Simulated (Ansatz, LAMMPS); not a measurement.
# Molecular dynamics of glassy 71SiO2-12Al2O3-8ZnO-8Li2O (mol %) (152 atoms)

How do the atoms of glassy 71SiO2-12Al2O3-8ZnO-8Li2O (mol %) (152 atoms) move, and what local order do they keep?

Program: Ansatz 0.2.0. Level of theory: Kohn-Sham DFT, PBE, PAW (set soft_2), plane waves. Results are calculated unless marked as measured.

## (1) The starting structure

The cell holds 152 atoms: 34 Si, 12 Al, 4 Zn, 8 Li and 94 O. Its edges and angles: a = 12.466 Å, b = 12.466 Å, c = 12.466 Å, α = 90.0°, β = 90.0°, γ = 90.0°. 152 atoms (34 Si, 12 Al, 4 Zn, 8 Li, 94 O) placed at random at 2.52 g/cm³, melted at 4000 K for 10 ps at fixed volume with the Morse and Coulomb pair potential with partial charges (Pedone, Malavasi, Menziani, Cormack and Segre, J. Phys. Chem. B 110, 11780 (2006)). Quenched from 4000 K to 300 K at 50 K/ps and fixed volume, held 10 ps at zero pressure.

What the set-up can't give: The quench rate of 50 K/ps is orders of magnitude faster than experiment, which tends to freeze in extra defects. The network of bonds at the start is that of the classical potential that made the cell. The Brillouin zone is sampled at Γ only, in a cell whose shortest periodic width is 12 Å.

## (2) Dynamics started at 400 K

A Nosé–Hoover thermostat steers the temperature while disturbing the dynamics little. The time step is 1.0 fs.

input.yaml

```yaml
crystal:
  lattice:
    - [12.46647, 0.0, 0.0]
    - [0.0, 12.46647, 0.0]
    - [0.0, 0.0, 12.46647]
  atoms:
    - { symbol: Si, position: [0.59564, 0.83334, 0.23695] }
    - { symbol: Si, position: [0.45562, 0.1047, 0.00384] }
    - { symbol: Si, position: [0.1294, 0.05077, 0.89526] }
    - { symbol: Si, position: [0.52578, 0.50307, 0.99911] }
    [... 142 atom lines left out ...]
    - { symbol: O, position: [0.07843, 0.58334, 0.79585] }
    - { symbol: O, position: [0.51885, 0.54141, 0.42129] }
    - { symbol: O, position: [0.82368, 0.00204, 0.3402] }
    - { symbol: O, position: [0.96808, 0.38376, 0.80476] }
    - { symbol: O, position: [0.23397, 0.62991, 0.10243] }
    - { symbol: O, position: [0.75458, 0.11735, 0.51481] }
kpoints:
  mp_grid: { grid: [1, 1, 1] }
hamiltonian:
  xc: pbe
scf:
  occupations: { method: fixed }
output:
  forces: true
  stress: true
md:
  timestep: 1.0
  n_steps: 84
  ensemble: nvt_nose_hoover
  temperature: 400
  initial_velocities: maxwell_boltzmann
  seed: 3435
```

Started as:

```bash
$ ansatz run input.yaml --threads 4 --pin off --max-ram 8192MiB --backend cpu --events-out ev --progress --plain --runs-dir out
```

The job ended after 35 min (4 threads of Intel Xeon Platinum 8488C (Sapphire Rapids), shared host; peak memory 3.1 GiB).

The program notes that the SCF threshold is loose for the stress and it switched symmetry off.

The trajectory, sampled:

| time (fs) | T (K) | potential (meV/atom) | conserved (meV/atom) |
| --- | --- | --- | --- |
| 0.0 | 400 | 0.0 | 0.00 |
| 6.0 | 542 | -18.4 | -0.13 |
| 11.0 | 593 | -25.0 | -0.11 |
| 17.0 | 554 | -20.4 | -0.08 |
| 22.0 | 519 | -16.4 | -0.10 |
| 28.0 | 438 | -6.6 | -0.04 |
| 34.0 | 463 | -10.4 | -0.07 |
| 39.0 | 510 | -17.1 | -0.10 |
| 45.0 | 500 | -16.7 | -0.08 |
| 50.0 | 489 | -16.0 | -0.08 |
| 56.0 | 498 | -18.0 | -0.08 |
| 62.0 | 519 | -21.8 | -0.10 |
| 67.0 | 507 | -21.1 | -0.08 |
| 73.0 | 518 | -23.6 | -0.10 |
| 78.0 | 501 | -22.3 | -0.10 |
| 84.0 | 467 | -18.7 | -0.09 |

Mean square displacement from the first frame to the last: Si 0.038 Å², Al 0.063 Å², Zn 0.087 Å², Li 0.45 Å², O 0.076 Å².

The mean square displacement by time lag:

| time lag (fs) | Al (Å²) | Li (Å²) | O (Å²) | Si (Å²) | Zn (Å²) |
| --- | --- | --- | --- | --- | --- |
| 1.0 | 5.1e-5 | 1.9e-4 | 7.5e-5 | 4.7e-5 | 2.2e-5 |
| 2.0 | 2.0e-4 | 7.6e-4 | 3.0e-4 | 1.9e-4 | 8.7e-5 |
| 4.0 | 8.2e-4 | 0.00305 | 0.00118 | 7.5e-4 | 3.5e-4 |
| 7.0 | 0.00248 | 0.00923 | 0.00349 | 0.00222 | 0.00105 |
| 9.0 | 0.00403 | 0.0151 | 0.00557 | 0.00353 | 0.00172 |
| 11.0 | 0.00589 | 0.0222 | 0.00796 | 0.00504 | 0.00255 |
| 12.0 | 0.00690 | 0.0262 | 0.00924 | 0.00584 | 0.00303 |
| 14.0 | 0.00909 | 0.0350 | 0.0119 | 0.00748 | 0.00408 |
| 18.0 | 0.0138 | 0.0553 | 0.0174 | 0.0108 | 0.00660 |
| 19.0 | 0.0150 | 0.0608 | 0.0187 | 0.0115 | 0.00732 |
| 21.0 | 0.0173 | 0.0723 | 0.0213 | 0.0130 | 0.00884 |
| 23.0 | 0.0195 | 0.0842 | 0.0239 | 0.0144 | 0.0105 |
| 24.0 | 0.0206 | 0.0904 | 0.0251 | 0.0150 | 0.0113 |
| 28.0 | 0.0245 | 0.115 | 0.0298 | 0.0174 | 0.0151 |
| 30.0 | 0.0261 | 0.128 | 0.0320 | 0.0185 | 0.0171 |
| 31.0 | 0.0269 | 0.134 | 0.0331 | 0.0190 | 0.0181 |
| 33.0 | 0.0283 | 0.147 | 0.0353 | 0.0200 | 0.0203 |
| 35.0 | 0.0295 | 0.159 | 0.0375 | 0.0209 | 0.0225 |
| 38.0 | 0.0311 | 0.177 | 0.0407 | 0.0222 | 0.0260 |
| 40.0 | 0.0321 | 0.188 | 0.0429 | 0.0231 | 0.0284 |
| 42.0 | 0.0330 | 0.200 | 0.0449 | 0.0239 | 0.0309 |

Over the second half of 84 fs the temperature averages 502 K with swings of 14 K r.m.s. The conserved energy stays within 0.14 meV/atom. From first frame to last Li has the largest mean square displacement, 0.45 Å² at the end; the farthest move is 1.57 Å. The mean temperature of 502 K lies well off the 400 K of the input, so the thermostat hasn't yet brought the run to equilibrium. The count of bonds goes from 230 in the first frame to 230 in the last, by one set of cutoffs: 3 pairs passed out of them and 3 came within. The run spans 0.08 ps, too short for its means to be equilibrium values.

## (3) Structure statistics late in the run

The g(r) is a mean over the second half; what follows it is taken at the last frame.

Density 2.66 g/cm³, 12.75 Å³ an atom.

Mean of 16 frames. g(r), total and by pair (bins of 0.2 Å):

| r (Å) | total | O-O | O-Si | O-Al | O-Li | O-Zn | Si-Si |
| --- | --- | --- | --- | --- | --- | --- | --- |
| 1.50 | 0.84 | 0.00 | 3.04 | 0.00 | 0.00 | 0.00 | 0.00 |
| 1.70 | 3.23 | 0.00 | 9.12 | 6.83 | 0.59 | 0.12 | 0.00 |
| 1.90 | 0.73 | 0.00 | 0.10 | 3.44 | 3.33 | 4.44 | 0.00 |
| 2.10 | 0.25 | 0.00 | 0.00 | 0.39 | 2.22 | 2.17 | 0.00 |
| 2.30 | 0.10 | 0.04 | 0.00 | 0.00 | 1.05 | 0.61 | 0.00 |
| 2.50 | 0.71 | 1.67 | 0.00 | 0.01 | 0.35 | 0.43 | 0.00 |
| 2.70 | 1.52 | 3.59 | 0.00 | 0.12 | 0.32 | 0.86 | 0.08 |
| 2.90 | 0.93 | 1.64 | 0.10 | 0.26 | 0.30 | 0.58 | 1.55 |
| 3.10 | 1.04 | 0.85 | 0.41 | 0.31 | 0.39 | 0.32 | 3.96 |
| 3.30 | 0.89 | 0.69 | 0.75 | 0.63 | 1.36 | 0.49 | 1.03 |
| 3.50 | 0.83 | 0.72 | 1.16 | 0.60 | 1.06 | 1.25 | 0.03 |
| 3.70 | 0.96 | 0.73 | 1.37 | 1.23 | 1.27 | 1.50 | 0.23 |
| 3.90 | 0.99 | 0.52 | 1.58 | 1.64 | 1.21 | 1.21 | 0.66 |
| 4.10 | 1.23 | 0.68 | 1.93 | 2.01 | 1.52 | 1.05 | 1.06 |
| 4.30 | 1.23 | 0.86 | 1.60 | 2.07 | 1.18 | 1.33 | 1.13 |
| 4.50 | 1.02 | 0.97 | 0.88 | 1.25 | 1.14 | 1.56 | 1.24 |
| 4.70 | 0.90 | 1.14 | 0.72 | 0.67 | 0.73 | 1.02 | 0.86 |
| 4.90 | 1.02 | 1.41 | 0.62 | 0.49 | 0.66 | 0.60 | 1.30 |
| 5.10 | 1.08 | 1.44 | 0.74 | 0.55 | 0.85 | 0.77 | 1.45 |
| 5.30 | 1.06 | 1.31 | 0.88 | 0.79 | 0.85 | 0.68 | 1.27 |
| 5.50 | 0.95 | 0.99 | 0.95 | 0.66 | 0.91 | 0.86 | 1.05 |
| 5.70 | 0.96 | 0.94 | 0.96 | 0.80 | 0.97 | 0.56 | 1.03 |
| 5.90 | 0.92 | 0.77 | 1.01 | 1.05 | 1.09 | 0.73 | 0.95 |
| 6.10 | 0.97 | 0.78 | 1.18 | 1.23 | 1.10 | 1.17 | 0.68 |

Bonds by pair of elements; cutoffs follow the first minimum of g(r), held within bounds set by covalent radii, and pairs that aren't listed don't count as bonded:

| pair A-B | cutoff (Å) | bonds | mean length (Å) | spread (Å) | shortest (Å) | B about A | A about B |
| --- | --- | --- | --- | --- | --- | --- | --- |
| O-Si | 2.16 | 136 | 1.64 | 0.049 | 1.54 | 1.45 | 4 |
| O-Al | 2.38 | 50 | 1.80 | 0.096 | 1.65 | 0.532 | 4.17 |
| O-Li | 2.48 | 30 | 2.03 | 0.198 | 1.64 | 0.319 | 3.75 |
| O-Zn | 2.43 | 14 | 1.99 | 0.15 | 1.76 | 0.149 | 3.5 |

How many atoms have how many bonded neighbours:

| element | mean | 2 | 3 | 4 | 5 |
| --- | --- | --- | --- | --- | --- |
| Al | 4.17 | 0 | 0 | 10 | 2 |
| Li | 3.75 | 1 | 1 | 5 | 1 |
| O | 2.45 | 54 | 38 | 2 | 0 |
| Si | 4 | 0 | 0 | 34 | 0 |
| Zn | 3.5 | 0 | 2 | 2 | 0 |

Bond angles, per cent of each kind in bins of 5°:

| angle (°) | O-Si-O | O-Al-O | Si-O-Si | O-Li-O | Al-O-Si |
| --- | --- | --- | --- | --- | --- |
| 65–70 | 0.0 | 0.0 | 0.0 | 2.3 | 0.0 |
| 70–75 | 0.0 | 0.0 | 0.0 | 9.1 | 0.0 |
| 75–80 | 0.0 | 2.5 | 0.0 | 4.5 | 0.0 |
| 80–85 | 0.0 | 6.2 | 0.0 | 4.5 | 0.0 |
| 85–90 | 0.0 | 6.2 | 0.0 | 9.1 | 0.0 |
| 90–95 | 1.0 | 2.5 | 0.0 | 6.8 | 0.0 |
| 95–100 | 6.9 | 5.0 | 0.0 | 4.5 | 0.0 |
| 100–105 | 17.6 | 17.5 | 0.0 | 9.1 | 2.5 |
| 105–110 | 28.9 | 17.5 | 0.0 | 6.8 | 0.0 |
| 110–115 | 23.0 | 18.8 | 2.1 | 4.5 | 2.5 |
| 115–120 | 16.7 | 10.0 | 4.3 | 9.1 | 7.5 |
| 120–125 | 5.4 | 3.8 | 12.8 | 0.0 | 12.5 |
| 125–130 | 0.0 | 3.8 | 10.6 | 9.1 | 10.0 |
| 130–135 | 0.5 | 0.0 | 10.6 | 0.0 | 10.0 |
| 135–140 | 0.0 | 1.2 | 12.8 | 6.8 | 10.0 |
| 140–145 | 0.0 | 0.0 | 17.0 | 2.3 | 15.0 |
| 145–150 | 0.0 | 1.2 | 6.4 | 2.3 | 12.5 |
| 150–155 | 0.0 | 1.2 | 4.3 | 2.3 | 7.5 |
| 155–160 | 0.0 | 1.2 | 8.5 | 4.5 | 5.0 |
| 160–165 | 0.0 | 1.2 | 4.3 | 0.0 | 2.5 |
| 165–170 | 0.0 | 0.0 | 4.3 | 2.3 | 2.5 |
| 170–175 | 0.0 | 0.0 | 2.1 | 0.0 | 0.0 |

Bond angles (no mean is given where the spread exceeds 20°):

| angle | count | mean (°) | spread (°) |
| --- | --- | --- | --- |
| O-Si-O | 204 | 109 | 6.5 |
| O-Al-O | 80 | 108 | 16.2 |
| Si-O-Si | 47 | 140 | 14.6 |
| O-Li-O | 44 | - | - |
| Al-O-Si | 40 | 136 | 14.3 |

Oxygen atoms by the number of network formers (Si, P, Ge, B, Al, As, Ga) bound to them:

| network formers bound to O | O atoms | per cent |
| --- | --- | --- |
| 0 | 0 | 0 |
| 1 | 10 | 10.6 |
| 2 | 76 | 80.9 |
| 3 | 8 | 8.5 |

Network units: each former by its oxygen neighbours and how many of them bridge to another former:

| former | O neighbours | bridging O | atoms |
| --- | --- | --- | --- |
| Si | 4 | 3 | 10 |
| Si | 4 | 4 | 24 |
| Al | 4 | 4 | 10 |
| Al | 5 | 5 | 2 |

Bond length by coordination (bonds to H left out):

| element | coordination | atoms | mean bond length (Å) |
| --- | --- | --- | --- |
| Al | 4 | 10 | 1.78 |
| Al | 5 | 2 | 1.86 |
| Li | 2 | 1 | 1.73 |
| Li | 3 | 1 | 1.99 |
| Li | 4 | 5 | 2.06 |
| Li | 5 | 1 | 2.07 |
| O | 2 | 54 | 1.65 |
| O | 3 | 38 | 1.83 |
| O | 4 | 2 | 1.96 |
| Zn | 3 | 2 | 1.94 |
| Zn | 4 | 2 | 2.03 |

Rings of the network by King's shortest-path rule, up to 12 atoms, one path for each pair of neighbours; H, halogens, alkali and alkaline-earth atoms are left out, and the last column divides by all other atoms, bonded or not:

| ring size (atoms) | rings | per network atom |
| --- | --- | --- |
| 4 | 3 | 0.021 |
| 6 | 6 | 0.042 |
| 8 | 13 | 0.09 |
| 10 | 33 | 0.229 |
| 12 | 41 | 0.285 |

First main peaks of g(r), for some of the pairs, lie near 2.7 Å (O-O), 1.6 Å (O-Si), 1.8 Å (O-Al), 2.0 Å (O-Li), 1.9 Å (O-Zn) and 3.1 Å (Si-Si). By these cutoffs 83 % of Al atoms have 4, 62 % of Li atoms have 4, 57 % of O atoms have 2 and all Si atoms have 4 bonded neighbours. The O-Si-O angle averages 109° with a spread of 6°. Counting bonds to Si and Al alone, not to Zn, 81 % of the oxygens join two of these atoms and 11 % one; 8 % join three. The commonest Si unit has 4 oxygens, 4 of them shared with other formers (24 of 34 atoms). Rings of 12 atoms are the most common (43 % of those counted); sizes run from 4 to 12, where the search stops.

## (4) Single point at the last frame

The last frame is solved again with fuller output, to read the electronic structure of a thermally displaced geometry.

input.yaml

```yaml
crystal:
  lattice:
    - [12.46647, 0.0, 0.0]
    - [0.0, 12.46647, 0.0]
    - [0.0, 0.0, 12.46647]
  atoms:
    - { symbol: Si, position: [0.58583, 0.81816, 0.23324] }
    - { symbol: Si, position: [0.45314, 0.09689, 0.99734] }
    - { symbol: Si, position: [0.12322, 0.05766, 0.9016] }
    - { symbol: Si, position: [0.5349, 0.52515, 0.99631] }
    [... 142 atom lines left out ...]
    - { symbol: O, position: [0.09584, 0.56581, 0.79015] }
    - { symbol: O, position: [0.5279, 0.54973, 0.41674] }
    - { symbol: O, position: [0.82068, 0.01644, 0.33322] }
    - { symbol: O, position: [0.9694, 0.36169, 0.78808] }
    - { symbol: O, position: [0.22301, 0.60904, 0.08876] }
    - { symbol: O, position: [0.75651, 0.08887, 0.53201] }
kpoints:
  mp_grid: { grid: [1, 1, 1] }
hamiltonian:
  xc: pbe
scf:
  occupations: { method: fixed }
output:
  forces: true
  stress: true
  populations: true
  dos:
    method: { smearing: { sigma: 0.15 } }
    de: 0.1
    projected: { site_lists: { Al: [Al], Li: [Li], O: [O], Si: [Si], Zn: [Zn] } }
  eigenvalues: true
  write_density: true
  write_potential: true
  volumetric_format: npy
```

It took 58 s on 4 threads; peak memory 3.1 GiB; 2.3 min of CPU time.

The run gave:

* free energy: -96477.0880 eV
* free energy per atom: -634.7177 eV/atom
* SCF cycles: 10
* pressure: 1.694 GPa
* r.m.s. force component: 1.05 eV/Å
* longest force: 4.481 eV/Å
* Fermi energy: 3.387 eV
* gap (highest filled to lowest empty level): 3.607 eV
* spilling of the projection: 0.01184

Neighbours are counted within 2.16 Å (O-Si), 2.38 Å (O-Al), 2.48 Å (O-Li), 2.43 Å (O-Zn), the cutoffs taken from the dynamics.

Length of the force by element and coordination:

| element | coordination | atoms | mean length of the force (eV/Å) | spread | least | most |
| --- | --- | --- | --- | --- | --- | --- |
| Al | all | 12 | 1.87 | 0.887 | 0.549 | 3.74 |
| Al | 4 | 10 | 1.82 | 0.930 | 0.549 | 3.74 |
| Al | 5 | 2 | 2.12 | 0.559 | 1.57 | 2.68 |
| Li | all | 8 | 0.645 | 0.318 | 0.209 | 1.30 |
| Li | 2 | 1 | 1.30 | 0 | 1.30 | 1.30 |
| Li | 3 | 1 | 0.431 | 0 | 0.431 | 0.431 |
| Li | 4 | 5 | 0.644 | 0.168 | 0.383 | 0.830 |
| Li | 5 | 1 | 0.209 | 0 | 0.209 | 0.209 |
| O | all | 94 | 1.52 | 0.751 | 0.315 | 4.11 |
| O | 2 | 54 | 1.58 | 0.806 | 0.315 | 4.11 |
| O | 3 | 38 | 1.41 | 0.661 | 0.390 | 3.09 |
| O | 4 | 2 | 1.66 | 0.529 | 1.13 | 2.19 |
| Si | all | 34 | 2.12 | 0.763 | 0.925 | 4.48 |
| Zn | all | 4 | 1.21 | 0.303 | 0.806 | 1.66 |
| Zn | 3 | 2 | 1.42 | 0.246 | 1.17 | 1.66 |
| Zn | 4 | 2 | 1.00 | 0.194 | 0.806 | 1.20 |

Löwdin charges by element and coordination (they lack the spilled electrons, 0.063 e an atom on average):

| element | coordination | atoms | mean charge (e) | spread | least | most |
| --- | --- | --- | --- | --- | --- | --- |
| Al | all | 12 | 1.35 | 0.0219 | 1.31 | 1.39 |
| Al | 4 | 10 | 1.35 | 0.024 | 1.31 | 1.39 |
| Al | 5 | 2 | 1.35 | 0.0029 | 1.35 | 1.36 |
| Li | all | 8 | 0.830 | 0.0208 | 0.801 | 0.860 |
| Li | 2 | 1 | 0.824 | 0 | 0.824 | 0.824 |
| Li | 3 | 1 | 0.854 | 0 | 0.854 | 0.854 |
| Li | 4 | 5 | 0.832 | 0.0201 | 0.806 | 0.860 |
| Li | 5 | 1 | 0.801 | 0 | 0.801 | 0.801 |
| O | all | 94 | -0.830 | 0.0639 | -1.02 | -0.739 |
| O | 2 | 54 | -0.801 | 0.0439 | -0.956 | -0.739 |
| O | 3 | 38 | -0.863 | 0.0638 | -0.992 | -0.744 |
| O | 4 | 2 | -0.948 | 0.0741 | -1.02 | -0.874 |
| Si | all | 34 | 1.73 | 0.0403 | 1.63 | 1.82 |
| Zn | all | 4 | 1.50 | 0.0084 | 1.49 | 1.51 |
| Zn | 3 | 2 | 1.50 | 0.01 | 1.49 | 1.51 |
| Zn | 4 | 2 | 1.51 | 0.0016 | 1.50 | 1.51 |

Density of states as counts of states in windows of 1 eV (from the Fermi level), total and the larger projections:

| from (eV) | to (eV) | total | O p | Si p | Zn d | O s |
| --- | --- | --- | --- | --- | --- | --- |
| -18 | -17 | 67.5 | 0.6 | 8.0 | 0.1 | 53.4 |
| -17 | -16 | 20.2 | 0.2 | 1.9 | 0.1 | 16.4 |
| -16 | -15 | 0.5 | 0.0 | 0.1 | 0.0 | 0.4 |
| -15 | -10 | 0.0 | 0.0 | 0.0 | 0.0 | 0.0 |
| -10 | -9 | 11.1 | 7.3 | 0.5 | 0.0 | 0.5 |
| -9 | -8 | 21.5 | 14.5 | 1.3 | 0.1 | 1.0 |
| -8 | -7 | 24.3 | 17.2 | 2.2 | 0.2 | 1.0 |
| -7 | -6 | 46.6 | 33.6 | 6.0 | 2.3 | 0.9 |
| -6 | -5 | 66.8 | 42.0 | 7.1 | 13.0 | 1.1 |
| -5 | -4 | 71.3 | 44.6 | 4.9 | 16.0 | 1.8 |
| -4 | -3 | 93.7 | 77.9 | 4.6 | 3.7 | 2.6 |
| -3 | -2 | 105.2 | 95.2 | 2.7 | 1.7 | 1.6 |
| -2 | -1 | 108.6 | 101.3 | 1.7 | 1.6 | 1.0 |
| -1 | 0 | 53.3 | 50.1 | 0.6 | 1.0 | 0.4 |
| 0 | 1 | 1.6 | 1.5 | 0.0 | 0.0 | 0.0 |
| 1 | 3 | 0.0 | 0.0 | 0.0 | 0.0 | 0.0 |
| 3 | 4 | 2.0 | 0.1 | 0.0 | 0.0 | 0.5 |
| 4 | 5 | 6.8 | 1.0 | 0.5 | 0.0 | 1.0 |

With fixed occupations the program's Fermi level is the highest filled level; weight inside the gap is the broadening of levels at its edges.

Between -26 and -18 eV lie 100 more states.

The levels nearest the highest filled one (over half full), pooled over k-points and spins:

| level less the highest filled one (eV) | occupation |
| --- | --- |
| -0.409 | 2 |
| -0.356 | 2 |
| -0.317 | 2 |
| -0.264 | 2 |
| -0.0313 | 2 |
| 0 | 2 |
| 3.61 | 0 |
| 4.29 | 0 |
| 4.80 | 0 |
| 4.96 | 0 |
| 4.98 | 0 |
| 5.16 | 0 |

Mean Löwdin charges: Al +1.35, Li +0.83, O -0.83, Si +1.73, Zn +1.50 e (they miss 1.2 % of the electrons, so they add up to more than the cell's charge).

## (5) Results

| Quantity | Value |
| --- | --- |
| mean temperature, second half | 501.7 K |
| temperature swing, second half | 13.76 K |
| mean pressure, second half | 2.682 GPa |
| slope of the conserved energy against time, by least squares | -0.1902 meV/atom/ps |
| free energy per atom | -634.7177 eV/atom |
| pressure | 1.694 GPa |
| r.m.s. force component | 1.05 eV/Å |
| gap (highest filled to lowest empty level) | 3.607 eV |
| wall time of the 2 DFT runs | 36 min |

What this shows: Over the second half of 84 fs the temperature averages 502 K with swings of 14 K r.m.s. The conserved energy stays within 0.14 meV/atom. The mean temperature of 502 K lies well off the 400 K of the input, so the thermostat hasn't yet brought the run to equilibrium. The count of bonds goes from 230 in the first frame to 230 in the last, by one set of cutoffs: 3 pairs passed out of them and 3 came within. The run spans 0.08 ps, too short for its means to be equilibrium values. Counting bonds as in the table, 83 % of Al atoms have 4, 62 % of Li atoms have 4, 57 % of O atoms have 2 and all Si atoms have 4 bonded neighbours. Counting bonds to Si and Al alone, not to Zn, 81 % of the oxygens join two of these atoms and 11 % one; 8 % join three.

The highest filled and lowest empty levels differ by 3.61 eV (at Γ alone); a semilocal functional tends to put such gaps too low. In a disordered cell it changes from sample to sample, and tail or defect levels can set it.

Caveats: The network of bonds at the start is that of the classical potential that made the cell; in DFT 3 of its 230 bonded pairs passed out of the cutoffs and 3 came within them. The stress is far from hydrostatic: its diagonal is 0.7, 0.5, 3.9 GPa, compression counted positive. The pressure of 1.7 GPa is that of one thermal frame at a volume set beforehand, without the kinetic term.

[Logs are printed without paths, hosts, clocks, repeated set-up lines and the standing remarks that a program may print on its own settings, such as how far it seeks lower states.]

[Hosts, paths, dates, database ids (printed as entryN), source tags and the programs' standing remarks are cut or masked in the printed files.]
